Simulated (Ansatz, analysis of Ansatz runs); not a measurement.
# Migration barrier of interstitial H in fcc Cu, hop from an octahedral to the next tetrahedral site (PBE), part 3 of 3

Subject: interstitial H in fcc Cu, hop from an octahedral to the next tetrahedral site. Wanted: its migration barrier, in one set-up (PBE, 32-site cell, PBE lattice, 420 eV, k: 4x4x4 Gamma-centred, zero-point energy of the moving atom added). The model is a cell of 32 host atoms with 1 H put in. The barrier is the energy of the highest image of a climbing band over the relaxed site that the atom leaves.

Ansatz 0.2.0; PBE, 32-site cell, PBE lattice, 420 eV, k: 4x4x4 Gamma-centred, zero-point energy of the moving atom added.

So far, barrier forward (eV): step 3 (nudged elastic band) 0.312.

## (4) Vibrations of the moving atom at the low point

A light atom carries zero-point energy, which differs between site and saddle; its three modes are computed at both, leaving out the unstable one.

This step: plane-wave PAW DFT, PBE; finite-displacement force constants of the moving atom alone.

Input file modes_low/input.yaml:

```yaml
crystal:
  lattice:
    - [7.26165902, 0.0, 0.0]
    - [0.0, 7.26165902, 0.0]
    - [0.0, 0.0, 7.26165902]
  atoms:
    - { symbol: Cu, position: [0.000257625, 0.0, 0.0] }
    - { symbol: Cu, position: [0.001143273, 0.248856727, 0.248856727] }
[... 7 atom lines left out ...]
    - { symbol: Cu, position: [0.001143273, 0.751143273, 0.248856727] }
[... 2 atom lines left out ...]
    - { symbol: Cu, position: [0.005214655, 0.5, 0.5] }
[... 4 atom lines left out ...]
    - { symbol: Cu, position: [0.498856727, 0.248856727, 0.248856727] }
[... 3 atom lines left out ...]
    - { symbol: Cu, position: [0.498856727, 0.248856727, 0.751143273] }
[... 1 atom line left out ...]
    - { symbol: Cu, position: [0.75, 0.244785345, 0.5] }
[... 1 atom line left out ...]
    - { symbol: Cu, position: [0.498856727, 0.751143273, 0.248856727] }
    - { symbol: Cu, position: [0.75, 0.5, 0.244785345] }
[... 1 atom line left out ...]
    - { symbol: Cu, position: [0.494785345, 0.5, 0.5] }
[... 1 atom line left out ...]
    - { symbol: Cu, position: [0.75, 0.5, 0.755214655] }
    - { symbol: Cu, position: [0.75, 0.755214655, 0.5] }
    - { symbol: H, position: [0.75, 0.5, 0.5] }
basis:
  ecutwfc: 420
  xc_grid: 2
hamiltonian:
  xc: pbe
kpoints:
  mp_grid: { grid: [4, 4, 4] }
scf:
  occupations: { method: methfessel_paxton, width: 0.1 }
  max_iter: 120
output: {}
phonons:
  supercell: [1, 1, 1]
  displaced_sites: [32]
  amplitude: 0.03
```

Command:

```console
$ ansatz run input.yaml --threads 4 --pin off --max-ram 14131MiB --backend cpu --events-out ev --progress --plain --runs-dir out
```

Numbers of over 12 decimals in the logs are rounded to 6 here.

What it wrote:

```text
[...]
Crystal: 33 atoms, lattice volume = 382.920 Å³
Basis set: ecut = 420 eV, 7497 PW (Γ), exchange–correlation on 100×100×100 points (8 copies of the dense FFT grid, shifted against one another)
Bands: 366, of which v1, the nominal top of the filled ones, is band 305 counted from 1 (304 counted from 0)
Symmetry: 48 space group operations
k-points: 10 of 64
[...]
SCF iter   1: F=—  HF=-212020.994258 eV  |F-HF|=—  |Δ(HF+E_count)|=         —  Δρ=2.09e-3  dr2=1.03e-2  ethr=1.77e-3  ⟨swp⟩=4.9  Hψ=11610  notcnv=0  defer=193
[...]
SCF iter  11: F=-212020.994497 eV  HF=-212020.994497 eV  |F-HF|=7.57e-10  |Δ(HF+E_count)|=  5.82e-10  S|Δr|=    0.00e0  Δρ=4.52e-7  dr2=6.75e-10  ethr=1.00e-12  ⟨swp⟩=7.8  Hψ=17901  notcnv=0
SCF 1 converged in 11 iterations: F = -212020.994497 eV  dr2 = 6.75e-10
[...]
Symmetry: 6 space group operations
k-points: 13 of 64 (time reversal used)
[...]
[... further k-points left out ...]
--- Phonons: 1 displaced member + reference (amplitude 0.03 Å, Σ member SCF iterations 10) ---
  symmetry images taken by strict's conditions (phonons.symmetry_images: auto; settled by no image being taken that strict refuses)
  force constants formed among 1 of 33 sites (H 32); the other 32 at rest. The modes move the named sites alone.
  the frequencies, the zero-point energy and the sums are of the block with the acoustic sum rule laid on its rows. Row sums over every site: 1.8e-5 eV/Å² at the most
  transpose residual: 3.0e-17 eV/Å²
  largest component of a force at the reference: 1.1e-29 eV/Å on a named site, 1.5e-2 eV/Å on a site at rest
  frequencies among the named sites at Γ of the cell (cm⁻¹): 684.26 684.26 684.26
  unstable modes among the named sites: 0
  frequencies as built, with no sum rule (cm⁻¹): 684.25 684.25 684.25
  zero-point energy: 0.127256 eV/cell   skipped modes (ω ≤ 0): 0
  not written: the harmonic force-constant file, the file of eigenvectors (these modes' are written with the force constants), the density of states and the dispersion, which are of every site
[key lines of the parts left out:]
SCF converged after 11 iterations
Free energy (F): -212020.994497 eV
Fermi energy:    16.559015 eV
```

The job ended after 5.5 min (4 threads of Arm Neoverse V1, shared host; peak memory 3.6 GiB).

Numbers from this step:

```yaml
free_energy: -212020.9945 eV
smearing_term_ts: 7.64e-4 eV
frequencies_of_moving_atom: 684.3, 684.3, 684.3 cm⁻¹ (negative: imaginary)
```

## (5) Vibrations of the moving atom at the top point

This step: plane-wave PAW DFT, PBE; finite-displacement force constants of the moving atom alone.

Input file modes_top/input.yaml:

```yaml
crystal:
  lattice:
    - [7.26165902, 0.0, 0.0]
    - [0.0, 7.26165902, 0.0]
    - [0.0, 0.0, 7.26165902]
  atoms:
    - { symbol: Cu, position: [-0.000695115, 0.002269806, 0.002036999] }
    - { symbol: Cu, position: [-0.00247973, 0.252505711, 0.252781557] }
[... 3 atom lines left out ...]
    - { symbol: Cu, position: [0.000844529, 0.249298981, 0.750734123] }
[... 3 atom lines left out ...]
    - { symbol: Cu, position: [0.00099421, 0.751290315, 0.248992034] }
[... 2 atom lines left out ...]
    - { symbol: Cu, position: [0.014146993, 0.508391739, 0.507390615] }
[... 4 atom lines left out ...]
    - { symbol: Cu, position: [0.498948426, 0.249186761, 0.249022857] }
[... 5 atom lines left out ...]
    - { symbol: Cu, position: [0.741715803, 0.235513359, 0.507669141] }
[... 2 atom lines left out ...]
    - { symbol: Cu, position: [0.742607383, 0.507830428, 0.236702685] }
[... 1 atom line left out ...]
    - { symbol: Cu, position: [0.497365221, 0.500607562, 0.500553764] }
    - { symbol: Cu, position: [0.49997502, 0.750061171, 0.750261627] }
    - { symbol: Cu, position: [0.749620637, 0.500488762, 0.752137963] }
    - { symbol: Cu, position: [0.74946707, 0.752986041, 0.500603372] }
    - { symbol: H, position: [0.825272594, 0.424387875, 0.425690294] }
basis:
  ecutwfc: 420
  xc_grid: 2
hamiltonian:
  xc: pbe
kpoints:
  mp_grid: { grid: [4, 4, 4] }
scf:
  occupations: { method: methfessel_paxton, width: 0.1 }
  max_iter: 120
output: {}
phonons:
  supercell: [1, 1, 1]
  displaced_sites: [32]
  amplitude: 0.03
```

What it wrote:

```text
[...]
Crystal: 33 atoms, lattice volume = 382.920 Å³
Basis set: ecut = 420 eV, 7497 PW (Γ), exchange–correlation on 100×100×100 points (8 copies of the dense FFT grid, shifted against one another)
Bands: 366, of which v1, the nominal top of the filled ones, is band 305 counted from 1 (304 counted from 0)
Symmetry: 1 space group operations
k-points: 36 of 64 (time reversal used)
[...]
SCF iter   1: F=—  HF=-212020.683560 eV  |F-HF|=—  |Δ(HF+E_count)|=         —  Δρ=2.39e-3  dr2=1.69e-2  ethr=1.77e-3  ⟨swp⟩=4.8  Hψ=41462  notcnv=0  defer=735
[...]
SCF iter  11: F=-212020.682367 eV  HF=-212020.682367 eV  |F-HF|=6.98e-10  |Δ(HF+E_count)|=   1.48e-9  S|Δr|=    0.00e0  Δρ=5.13e-7  dr2=7.65e-10  ethr=1.00e-12  ⟨swp⟩=7.9  Hψ=66518  notcnv=0
SCF 1 converged in 11 iterations: F = -212020.682367 eV  dr2 = 7.65e-10
[...]
[... 2 atoms left out ...]
  atom  27  Cu    -0.00470129    -0.00363014    -0.00994714
  [... 1 atom left out ...]
  atom  29  Cu     0.00224692    -0.00120060    -0.00091572
  atom  30  Cu    -0.00175915     0.00245097    -0.00056033
  atom  31  Cu    -0.00130330     0.00068893     0.00488674
  atom  32  Cu     0.00106833    -0.00466436    -0.00150734
  atom  33  H     -0.00390467     0.00516970    -0.00317211
  max |Σ_I F_I| component: 8.13e-7 eV/Å
--- Band table (eV; the first three rows and the last of 36) ---
[...]
[... further k-points left out ...]
--- Phonons: 6 displaced members + reference (amplitude 0.03 Å, Σ member SCF iterations 57) ---
[...]
transpose residual: 1.1e-6 eV/Å²
[...]
frequencies among the named sites at Γ of the cell (cm⁻¹): -640.14 1409.31 1427.96
  unstable modes among the named sites: 1
  frequencies as built, with no sum rule (cm⁻¹): -640.14 1409.30 1427.96
  zero-point energy: 0.175888 eV/cell   skipped modes (ω ≤ 0): 1, of them read as no rigid motion or as one in doubt: 1 (1.000e0 modes/cell left out, lowest -640.14 cm⁻¹)
[...]
[key lines of the parts left out:]
SCF converged after 11 iterations
Free energy (F): -212020.682367 eV
Fermi energy:    16.545385 eV
```

It took 89 min on 4 threads; peak memory 6.4 GiB.

This step gave:

```yaml
free_energy: -212020.6824 eV
smearing_term_ts: -0.001919 eV
frequencies_of_moving_atom: -640.1, 1409, 1428 cm⁻¹ (negative: imaginary)
```

## (6) Outcome

- migration barrier (saddle less minimum): 0.36 eV
- energy difference of the two ends: 0.17 eV
- length of the hop: 1.57 Å
- change of the moving atom's zero-point energy, saddle less site: 0.05 eV
- time of the whole chain: 3.3 h on 4 threads

**Reading.** Migration barrier: computed 0.36 eV, measured 0.375 eV; 0.01 eV below the measurement. Zero-point energy changes the barrier by 0.05 eV. The measured number is an Arrhenius activation energy of long-range diffusion; for H it holds zero-point energy, and trapping at vacancies and dislocations can raise it. One hop between neighbouring sites is computed at the host's lattice. Limits: the periodic copies of the defect are only 7.3 Å apart.

[Logs are printed without paths, hosts, clocks, repeated set-up lines and the standing remarks that a program may print on its own settings, such as how far it seeks lower states.]

[Hosts, paths, dates, database ids (printed as entryN), source tags and the programs' standing remarks are cut or masked in the printed files.]

[For some hosts the program warned that the k-mesh of the response run may be too coarse for force constants and the static dielectric constant; such warnings are not shown here.]
